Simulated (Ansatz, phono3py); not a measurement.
# Heat carried by phonons in SrCl2 (Fm-3m), part 2 of 2

Wanted: κ(T), lifetimes and mean free paths for SrCl2.

Experimental results on record:
- thermal conductivity 2.3 W/m/K near room temperature (given in “Predicting the lattice thermal conductivity of solids by solving the Boltzmann transport equation: AFLOW - AAPL an automated, accurate and efficient framework”, 2017, arXiv:1611.05481)

Ansatz 0.2.0; DFT RPBE, scalar-relativistic, plane waves, PAW.

So far, κ at 300 K (relaxation time) (W/m/K): step 8 (a cheap rung) 1.31. Also highest frequency (cm⁻¹): step 7 (stability check by linear response) 206; step 8 206. The relaxed cell has a = 7.181 Å (conventional setting).

## 9. Third-order constants and the Boltzmann equation, pair cutoff 3.741 Å, distances inside cutoff 2

Pairs of atoms inside the cutoff are displaced in a supercell, the forces give the cubic constants, and these give the three-phonon rates of the Boltzmann equation.

File input.yaml:

```yaml
crystal:
  lattice:
    - [0.0, 3.5907492451, 3.5907492451]
    - [3.5907492451, 0.0, 3.5907492451]
    - [3.5907492451, 3.5907492451, 0.0]
  atoms:
    - { symbol: Sr, position: [0.0, 0.0, 0.0] }
    - { symbol: Cl, position: [0.25, 0.25, 0.25] }
    - { symbol: Cl, position: [0.75, 0.75, 0.75] }
kpoints:
  mp_grid: { grid: [4, 4, 4] }
hamiltonian:
  xc: rpbe
scf:
  occupations: { method: fixed }
output:
  eigenvalues: true
phonons:
  method: fd
  dielectric: true
  qmesh: [4, 4, 4]
  temperatures: { t_max: 1000, t_step: 50 }
  qpath:
    path:
      - [[0.0, 0.0, 0.0], [0.5, 0.0, 0.5], [0.625, 0.25, 0.625]]
      - [[0.375, 0.375, 0.75], [0.0, 0.0, 0.0], [0.5, 0.5, 0.5], [0.5, 0.25, 0.75], [0.5, 0.0, 0.5]]
    npoints: 10
  third_order: { supercell: [2, 2, 2], pair_cutoff: 3.741 }
  lattice_thermal_conductivity:
    qmesh: [15, 15, 15]
    temperatures: [50.0, 100.0, 150.0, 200.0, 300.0, 400.0, 500.0, 600.0, 800.0]
    isotope_mass_variance:
      - { species: Cl, variance: 0.0005827 }
      - { species: Sr, variance: 6.1e-05 }
```

Started as:

```sh
$ ansatz run input.yaml --threads 4 --pin off --max-ram 16384MiB --backend cpu --events-out ev --progress --plain --runs-dir out
```

The job ended after 5.4 min (4 threads of Arm Neoverse V1, shared host; peak memory 2.2 GiB; 21 min of CPU time).

This step gave:

```
κ at 300 K (relaxation time)               : 1.208 W/m/K
κ at 300 K (full solution)                 : 1.223 W/m/K
mean free path at half of κ                : 2.52 nm
share of κ above the three lowest branches : 0.273
third-order blocks                         : 159
largest relative sum-rule correction       : 0.07403
displaced cells, third order               : 33
```

LO-TO term included. Phonon branches along the path, in cm⁻¹:

```tsv
point	branch 1	branch 2	branch 3	branch 4	branch 5	branch 6	branch 7	branch 8	branch 9
Γ	0	0	0	107	107	159	159	159	206
halfway	35	35	96	97	97	121	162	162	201
X	39	67	67	73	73	137	166	166	192
halfway	43	66	73	79	79	132	164	165	191
U	50	65	87	92	93	120	158	164	187
jump to K	50	65	87	92	93	120	158	164	187
halfway	40	55	83	97	124	140	141	164	188
Γ	0	0	0	107	107	159	159	159	206
halfway	44	44	68	112	112	152	152	153	190
L	59	59	104	130	130	134	134	156	160
halfway	62	80	84	92	113	135	136	166	178
W	56	62	68	103	103	132	132	174	185
halfway	46	67	70	78	95	127	157	169	190
X	39	67	67	73	73	137	166	166	192
```

W/m/K. Kappa, by row:

```tsv
T (K)	RTA xx	RTA yy	RTA zz	full xx	full yy	full zz	coherence part xx	coherence part yy	coherence part zz	ending	iterations	least Ritz value
50	6.773	6.773	6.773	6.89	6.89	6.89	0.08707	0.08707	0.08707	converged	7	0.766
100	3.166	3.166	3.166	3.216	3.216	3.216	0.1668	0.1668	0.1668	converged	6	0.778
150	2.174	2.174	2.174	2.206	2.206	2.206	0.1972	0.1972	0.1972	converged	6	0.779
200	1.69	1.69	1.69	1.714	1.714	1.714	0.2114	0.2114	0.2114	converged	6	0.779
300	1.208	1.208	1.208	1.223	1.223	1.223	0.2227	0.2227	0.2227	converged	6	0.779
400	0.9642	0.9642	0.9642	0.9759	0.9759	0.9759	0.2254	0.2254	0.2254	converged	6	0.779
500	0.8159	0.8159	0.8159	0.8252	0.8252	0.8252	0.2247	0.2247	0.2247	converged	6	0.779
600	0.7152	0.7152	0.7152	0.7229	0.7229	0.7229	0.2225	0.2225	0.2225	converged	6	0.779
800	0.5855	0.5855	0.5855	0.5913	0.5913	0.5913	0.2159	0.2159	0.2159	converged	6	0.779
```

The lattice thermal conductivity by temperature:

```tsv
temperature (K)	RTA xx (W/m/K)	full xx (W/m/K)
50	6.77	6.89
100	3.17	3.22
150	2.17	2.21
200	1.69	1.71
300	1.21	1.22
400	0.964	0.976
500	0.816	0.825
600	0.715	0.723
800	0.586	0.591
```

The modes has structure finer than the step of the table below, so its rows give means over 10 cm⁻¹, whole bins alone (the curve runs from -10 to 222 cm⁻¹). Peaks (cm⁻¹: height): Cl 58.6: 0.0378, 92.2: 0.0453, 163.7: 0.104, 184.2: 0.0524; Sr 61.5: 0.0794, 92.2: 0.0531, 121.4: 0.0289.

Phonopy on the run's constants, 13x13x13 mesh, Gaussian sigma 2.0 cm⁻¹. The modes by wavenumber; means over each step; values in 1/cm⁻¹/cell:

```tsv
wavenumber (cm⁻¹)	Cl	Sr
0	6.3e-5	7.8e-5
10	5.3e-4	6.9e-4
20	0.00189	0.00257
30	0.00370	0.00531
40	0.00809	0.0102
50	0.0200	0.0215
60	0.0325	0.0639
70	0.0223	0.0293
80	0.0215	0.0149
90	0.0368	0.0412
100	0.0393	0.0341
110	0.0365	0.0256
120	0.0395	0.0214
130	0.0396	0.0108
140	0.0408	0.00176
150	0.0439	5.8e-4
160	0.0848	0.00138
170	0.0495	0.00127
180	0.0353	0.00362
190	0.0353	0.00571
200	0.00760	0.00385
210	4.5e-4	3.2e-4
```

Distinct triplets, nearest first. Third order norms, by row:

```tsv
sites	side 1 (Å)	side 2 (Å)	side 3 (Å)	norm of the 27 components (eV/Å³)
Sr-Sr-Sr	0	0	0	0
Cl-Cl-Cl	0	0	0	9.186
Sr-Cl-Cl	0	3.11	3.11	4.402
Sr-Cl-Sr	0	3.11	3.11	4.538
Sr-Cl-Cl	3.11	3.11	3.59	0.093
Cl-Cl-Cl	0	3.59	3.59	1.576
```

Born charge (rows field, columns displacement) (e), principal values of the symmetric part by kind of site:

```tsv
atom	atoms with these values	low	middle	high	mean
Sr1	1	2.51	2.51	2.51	2.51
Cl2	2	-1.26	-1.26	-1.26	-1.26
```

In full for Cl2:

```
-1.26  0.00  0.00
 0.00 -1.26  0.00
 0.00  0.00 -1.26
```

RTA, 300 K. Kappa by branch, by row:

```tsv
branch (by rank)	mean frequency (THz)	mean rms speed (km/s)	median lifetime (ps)	share of kappa
1	1.56	1.34	0.914	0.166
2	1.79	1.45	1.06	0.242
3	2.47	1.99	0.56	0.319
4	2.94	1.41	0.419	0.051
5	3.26	1.77	0.386	0.075
6	3.85	1.75	0.451	0.08
7	4.48	1.53	0.308	0.047
8	4.92	0.64	0.319	0.007
9	5.57	0.96	0.249	0.012
```

The spectral kappa at 300 K by frequency; read off at these points; values in W/m/K/THz:

```tsv
frequency (THz)	relaxation time (W/m/K/THz)	full solution (W/m/K/THz)
0.10	0	0
0.30	0.307	0.308
0.50	0.222	0.223
0.70	0.252	0.253
0.90	0.303	0.305
1.10	0.303	0.306
1.30	0.380	0.385
1.50	0.245	0.247
1.70	0.390	0.392
1.90	0.185	0.187
2.10	0.333	0.334
2.30	0.309	0.315
2.50	0.208	0.213
2.70	0.234	0.241
2.90	0.182	0.185
3.10	0.156	0.160
3.30	0.117	0.124
3.50	0.0946	0.101
3.70	0.139	0.145
3.90	0.175	0.187
4.10	0.111	0.119
4.30	0.0975	0.101
4.50	0.0566	0.0574
4.70	0.0350	0.0347
4.90	0.0232	0.0224
5.10	0.0128	0.0123
5.30	0.0131	0.0118
5.50	0.0182	0.0150
5.70	0.0132	0.0102
5.90	0.00836	0.00622
6.10	0.00155	0.00142
```

Relaxation-time solution. The share of κ carried by shorter paths by mean free path:

```tsv
mean free path (nm)	50 K	300 K	800 K
0.316	0	0.018	0.16
0.464	0	0.046	0.291
0.681	0	0.104	0.43
1	0.001	0.199	0.519
1.47	0.002	0.336	0.567
2.15	0.005	0.47	0.628
3.16	0.016	0.524	0.698
4.64	0.037	0.588	0.754
6.81	0.079	0.655	0.821
10	0.13	0.72	0.88
14.7	0.204	0.793	0.886
21.5	0.328	0.852	0.917
31.6	0.395	0.878	1
46.4	0.466	0.916	1
68.1	0.534	0.934	1
100	0.617	1	1
147	0.706	1	1
215	0.783	1	1
316	0.817	1	1
464	0.852	1	1
681	0.872	1	1
1000	1	1	1
```

300 K; a sample spread over frequency. Mode lifetimes, by row, the first 40 of 90 rows:

```tsv
q1	q2	q3	branch	frequency (THz)	rms speed (km/s)	three-phonon rate (1/ps)	isotope rate (1/ps)	lifetime (ps)	mean free path (nm)
0	0.0667	0.0667	1	0.259	1.42	0.109	1.63e-7	9.15	13
0	0.0667	-0.0667	2	0.722	2.62	0.0609	2.35e-5	16.4	43
0.0667	0.1333	0.2	2	0.909	3.01	0.245	5.64e-5	4.08	12.3
0	0.1333	-0.2	1	1.116	2.09	0.812	1.38e-4	1.23	2.57
0	0.4667	0.4667	1	1.297	2.42	2.84	5.18e-4	0.352	0.853
0.0667	0.2	-0.2	1	1.354	1.92	1.09	4.38e-4	0.919	1.77
0	0.1333	-0.2667	1	1.459	2.12	0.827	6.15e-4	1.21	2.56
0	0.1333	-0.2	2	1.546	1.37	0.444	6.26e-4	2.25	3.09
0	0	0.3333	2	1.586	1.16	0.49	7.16e-4	2.04	2.37
0	0.0667	0.4	1	1.655	0.88	0.61	9.80e-4	1.64	1.44
0	0.4	0.4	2	1.683	1.44	1.62	0.00181	0.616	0.885
0	0	0.4	2	1.714	0.63	0.696	0.00137	1.43	0.902
0	0.3333	0.4667	1	1.77	1.25	1.43	0.00227	0.696	0.867
0	0.0667	-0.4667	1	1.79	0.1	0.831	0.002	1.2	0.124
0.0667	0.2	-0.2667	2	1.809	0.96	0.922	0.00244	1.08	1.03
0	0.2	-0.4	1	1.845	0.23	1.05	0.00206	0.954	0.219
0	0.4	0.4667	3	1.881	1.57	1.5	0.00143	0.668	1.05
0.1333	0.4	-0.4667	2	1.916	0.78	1.22	0.00149	0.821	0.643
0.0667	0.4	-0.3333	2	1.953	0.35	1.25	0.0021	0.796	0.28
0.1333	0.4	-0.3333	2	1.984	0.38	1.35	0.00204	0.738	0.279
0	0.1333	0.2	3	2.025	3.79	0.322	0.00175	3.09	11.7
0	0.3333	0.4667	3	2.069	3.33	2.25	0.0033	0.444	1.48
0.0667	0.3333	-0.4667	3	2.183	2.15	1.96	0.00266	0.51	1.1
0.1333	0.3333	-0.4	3	2.262	3.07	2.14	0.00365	0.467	1.44
0.0667	0.1333	0.3333	3	2.388	2.41	0.911	0.00143	1.1	2.64
0.0667	0.4667	-0.4667	5	2.442	2.11	1.94	0.00358	0.514	1.08
0	0.2	-0.4667	3	2.565	2.96	1.9	0.00447	0.526	1.56
0	0.2	-0.2	3	2.609	2.09	0.758	0.00274	1.31	2.75
0.0667	0.2	-0.2	3	2.648	1.83	0.986	0.00337	1.01	1.85
0	0.2	-0.3333	3	2.694	0.87	1.97	0.00433	0.506	0.439
0	0.1333	0.4	3	2.74	1.08	1.51	0.00604	0.659	0.714
0	0.2	0.3333	3	2.775	1.34	1.45	0.00717	0.685	0.916
0	0.2667	0.3333	4	2.803	0.75	2.47	0.00705	0.403	0.304
0	0.2667	-0.3333	3	2.843	1.48	2.08	0.0025	0.48	0.708
0.1333	0.3333	-0.2667	4	2.885	1.43	1.99	0.0031	0.501	0.717
0	0.0667	-0.4	3	2.928	1.49	2.04	0.00544	0.488	0.728
0.2	0.4667	-0.2667	4	2.977	2.15	2.34	0.00196	0.427	0.919
0.1333	0.4	-0.4667	5	3.002	2.5	3.04	0.0103	0.328	0.821
0.0667	0.1333	0.2667	4	3.05	0.91	2.25	0.00778	0.444	0.402
0	0.1333	0.3333	4	3.101	1.13	2.64	0.00872	0.377	0.427
```

Without the LO-TO term. Gamma linewidths, by row:

```tsv
branch	frequency (cm⁻¹)	three-phonon rate (1/ps)	isotope rate (1/ps)	FWHM (cm⁻¹)
4	107.1	0.85	0.0104	4.57
5	107.1	0.85	0.0104	4.57
6	107.1	0.85	0.0104	4.57
7	159.1	2.32	0.0648	12.7
8	159.1	2.32	0.0648	12.7
9	159.1	2.32	0.0648	12.7
```

W/m/K, third of the trace; RTA populations with a boundary rate v/L added to each mode (Matthiessen's rule). Kappa by grain size, by row:

```tsv
T (K)	bulk	10 nm	30 nm	100 nm	300 nm	1000 nm	10000 nm	100000 nm
100	2.999	1.342	1.878	2.366	2.68	2.875	2.985	2.998
300	0.9851	0.6591	0.7965	0.8984	0.9493	0.9732	0.9838	0.9849
600	0.4927	0.3772	0.432	0.468	0.4833	0.4897	0.4924	0.4927
```

W/m/K, third of the trace; RTA populations with the isotope rates scaled. Kappa by mass disorder, by row:

```tsv
T (K)	no isotopes	as typed	variance x 3	variance x 10	variance x 30
100	3.023	2.999	2.954	2.816	2.529
300	0.9879	0.9851	0.9795	0.9613	0.9163
600	0.4934	0.4927	0.4913	0.4865	0.4739
```

At 300 K the relaxation-time value is 1.21 W/(m K).

## 10. Levels and costs side by side

Ladder, by row:

```tsv
cells or q mesh	k mesh	pair cutoff	atoms in the supercell	q-mesh of the transport sums	κ at 300 K (relaxation time) (W/m/K)	κ at 300 K (full solution) (W/m/K)	core-minutes
4x4x4	4x4x4	3.26	24	9×9×9	1.311	1.314	14.2
4x4x4	4x4x4	3.741	24	15×15×15	1.208	1.223	20.8
```

## 11. Summary of results

| Item | Value |
| --- | --- |
| highest frequency | 206.5 cm⁻¹ |
| Debye temperature from the second moment | 228 K |
| κ at 300 K (relaxation time) | 1.208 W/m/K |
| κ at 300 K (full solution) | 1.223 W/m/K |
| mean free path at half of κ | 2.52 nm |
| share of κ above the three lowest branches | 0.273 |

What this shows: The lattice of SrCl2 conducts 1.22 W/(m K) at 300 K by RPBE (mean over directions, full solution). The full solution lies +1 % from the relaxation-time value at 300 K, so the relaxation-time approximation serves here. Above 300 K the relaxation-time κ falls as T^-0.74; the coherence part, which does not fall like the populations, is one cause of the flatter curve. Grains of 100 nm would keep 91 % of the bulk value at 300 K, and grains of 1 µm 99 %. Removing the natural isotope disorder raises κ at 300 K by 0 %. The first rung (24 atoms, cutoff 3.26 Å) gave 1.31 W/(m K) by relaxation time for 0.68 times the cost of the last; short cutoffs miss scattering channels and can err either way, and the meshes changed too. A measured thermal conductivity near room temperature is 2.3 W/m/K (arXiv:1611.05481); the calculated 1.22 W/m/K differs by -47 %. The relaxed cell is 9 % larger in volume than the database cell, which softens most phonons and usually lowers κ; no run here tested that. Missing scattering can't explain a value that is too low; the supercell, the cutoff, the meshes, the functional and the use of 0 K frequencies can. The sum rules changed one orbit of cubic constants by up to 7 %. Below 100 K the values hang on the q-mesh and, in a real crystal, on its size. The conductivities include the coherence part between close branches; the shares for grains, isotopes, branches and paths are of the relaxation-time populations alone. Cubic couplings among atoms farther apart than the pair cutoff are dropped, and neither the cutoff nor the q-mesh was shown to be converged here. The interpolation has no quadrupole term, so branches near the zone centre are less sure, since this crystal has sites that are not centres of inversion. The PAW files were made for PBE and are used here under another functional, for which the program regenerates the frozen cores. The cell of these runs is 9 % larger in volume than the database cell; frequencies and all that rests on them shift with it.

[Logs are printed without paths, hosts, clocks, repeated set-up lines and the standing remarks that a program may print on its own settings, such as how far it seeks lower states.]

[Hosts, paths, dates, database ids (printed as entryN), source tags and the programs' standing remarks are cut or masked in the printed files.]

[A step with changed settings may run another functional than the one named; its input shows which.]
